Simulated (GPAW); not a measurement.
# Polarising 2H-WOS monolayer with a field along the normal

The dipole of the cell at several fields, atoms fixed. What does the strongest field give, and what length does the slope stand for?

**Method.** GPAW 26.7.0, plane waves (500 eV), PAW setups, PBE, 12×12 mesh, a dipole layer in the vacuum; geometry relaxed without an applied field with GPAW. The cell's area is 7.74 Å², and e/ε0 = 180.95 V Å.

Results, with one row withheld:

```
field (V/Å)  dipole (e Å)
       −0.2       −0.1083
       −0.1       −0.0899
      −0.05       −0.0807
       0.05       −0.0623
        0.1       −0.0531
        0.2       −0.0346
        0.3             ?
```

Q: What is the dipole at 0.3 V/Å?

**Working.** A line through the 6 points has the slope α = 0.184 e Å per V/Å and the intercept p₀ = −0.0715 e Å (r.m.s. residual 2.7e−05). At 0.3 V/Å it gives p = −0.0715 + 0.184 × 0.3 = −0.0162 e Å; the run gives −0.0161 e Å, so the response stays linear to 0.2 % of the induced part. Dividing by ε0 and the area: α/(ε0 A) = 0.184 × 180.95 / 7.74 = 4.30 Å, against 2.81 Å between the outer nuclei. For a gapped layer this length is t(1 − 1/ε), so it fixes ε only once a thickness t is chosen.

**Limits.** This is the electronic response alone; ions that move would add to it in polar layers. No run was spin-polarised, so magnetic states weren't tested. Spin-orbit coupling is left out, which matters for the heavier atoms here. Layers with unlike faces were relaxed with their cell in a fully periodic cell without the dipole layer, so their atoms felt a small spurious field.

[Logs are printed without paths, hosts, clocks, repeated set-up lines and the standing remarks that a program may print on its own settings, such as how far it seeks lower states.]
